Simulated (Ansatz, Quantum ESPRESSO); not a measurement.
# Smearing and the work function of 11 metal slabs

How far do kind and width of the smearing move a work function?

**Method.** Quantum ESPRESSO 7.5, PBE; structures as built, not relaxed; open boundaries by ESM (bc1). The level is the vacuum level over the Fermi level, or over the highest filled level of the mesh where there is a gap. The pseudopotential set stands with each system; sheets are single layers. The reference is cold smearing (mv) of 0.01 Ry, on one mesh of about 0.18 Å⁻¹.

The runs side by side:

```
                     slab  reference (eV)  mv 0.02 Ry (meV)  mv 0.04 Ry (meV)  gaussian 0.03 Ry (meV)  fd 0.01 Ry (meV)  fd 0.03 Ry (meV)
 Au(111), 5 layers [GBRV]            5.21                −7               −21                      −9                −8               +14
Be(0001), 4 layers [GBRV]            5.34               −41               −49                     −62               −58              −172
Cd(0001), 4 layers [GBRV]            3.72               −23               +57                     +29               +14              +186
Mg(0001), 4 layers [GBRV]            3.82               −39               −61                     −51               −41               −16
 Na(100), 5 layers [SSSP]            2.56               +13               +67                     +98               +76              +363
 Nb(100), 5 layers [SSSP]            3.71                +5               −11                     +22               +18              +160
 Pb(100), 5 layers [SSSP]            3.71               −53               −26                     −16               −23              +122
 Pt(100), 5 layers [SSSP]            5.71               −19               −27                     −63               −54              −184
Re(0001), 4 layers [GBRV]            5.12               −16               −75                     −71               −58               −62
 Ta(100), 5 layers [SG15]            3.99               −31               −77                     −52               −44               +38
  W(100), 5 layers [GBRV]            4.27               −42               −62                     −23               −22               +79
```

What this shows: The customary mv of 0.02 Ry moves the level by 26 meV on average and 53 meV at most (Pb(100), 5 layers [SSSP]). Fermi-Dirac of 0.03 Ry, an electron temperature of 0.03 × 157,887 = 4,700 K, moves it by −184 to +363 meV. At the same 0.03 Ry, Fermi-Dirac moves the level more than Gaussian smearing in 8 of 11 slabs (means 127 and 45 meV): equal degauss is not equal width.

Caveats: The mesh was not varied, and the narrow reference is the run that needs the densest one. Magnetic sheets, graphene and its kin, series that mix a Fermi level with a valence top, and 2H sheets in mesh series are left out of these tables, since their level hangs on where the mesh or the smearing puts the zero.

[Logs are printed without paths, hosts, clocks, repeated set-up lines and the standing remarks that a program may print on its own settings, such as how far it seeks lower states.]
